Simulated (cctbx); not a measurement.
**Sn4N2O9: precision against data quality**

Space group P-1 (no. 2), a = 6.8650 Å, b = 8.8300 Å, c = 9.0460 Å, α = 76.76°, β = 80.37°, γ = 68.31°.

```csv
atom,mult.,x,y,z,Ueq (Å²)
Sn1,2,0.6364,0.2447,0.9118,0.0037
Sn2,2,0.1104,0.2804,0.9108,0.0031
Sn3,2,0.7723,0.5594,0.6354,0.0030
Sn4,2,0.1326,0.0183,0.6320,0.0039
O1,2,0.1733,0.6710,0.9098,0.0065
O2,2,0.6690,0.7177,0.8074,0.0055
O3,2,0.7214,0.9820,0.8131,0.0051
O4,2,0.1057,0.5228,0.7479,0.0064
O5,2,0.2371,0.7520,0.6226,0.0070
O6,2,0.3775,0.9937,0.7616,0.0057
O7,2,0.6891,0.9042,0.5664,0.0058
O8,2,0.4720,0.4896,0.7647,0.0063
O9,2,0.8916,0.3117,0.7773,0.0053
N1,2,0.6101,0.9036,0.7422,0.0071
N2,2,0.2510,0.6175,0.7644,0.0055
```

The model was made for the exercise: a known structure type with other elements put in, its volume estimated, not relaxed; displacement parameters are assumed.

Five simulated data sets (cctbx; Ag Kα, λ = 0.56087 Å; 6 % proportional error) differ in resolution or exposure (noise floor 4 counts in the first three, 8 in the last two). Each is refined with the right model, isotropic at 1.1 Å and anisotropic otherwise. How do the figures of merit and the uncertainties move?

```
d min (Å)  top counts  ⟨I/σ⟩ (unmerged, absences included)  unique  param. (scale apart)   Rint      R1  GooF  largest s.u. xyz (fractional)  s.u. U of N1 (Å²)  largest error (Å)
      1.1       20000                                 12.3     764                    60  0.032  0.0193  0.92                        0.00086             0.0015             0.0107
     0.84       20000                                 11.9    1736                   135  0.036  0.0196  0.90                        0.00053             0.0017             0.0090
      0.6       20000                                 10.8    4779                   135  0.038  0.0224  0.93                        0.00031             0.0007             0.0050
     0.75         300                                  1.8    2434                   135  0.230  0.0901  0.93                        0.00560             0.0190             0.0806
     0.75        3000                                  6.6    2434                   135  0.056  0.0343  0.93                        0.00121             0.0036             0.0208
```

The number of reflections grows roughly as 1/d³: 764, 1736 and 4779 here. R1 follows the noise rather than the truth: at 300 counts it is 0.0901, at 3000 counts 0.0343, while GooF is 0.93 and 0.93: the weights 1/σ² carry the noise. The s.u. of U (U11 where anisotropic) for N1 goes 0.0015, 0.0017, 0.0007 Å² with resolution and 0.0190, 0.0036 Å² with exposure.

Hardware for the 0.6 Å refinement: 0.55 s on 1 thread of Arm Neoverse N1, on a shared host, peak memory 0.1 GiB.

[Logs are printed without paths, hosts, clocks, repeated set-up lines and the standing remarks that a program may print on its own settings, such as how far it seeks lower states.]
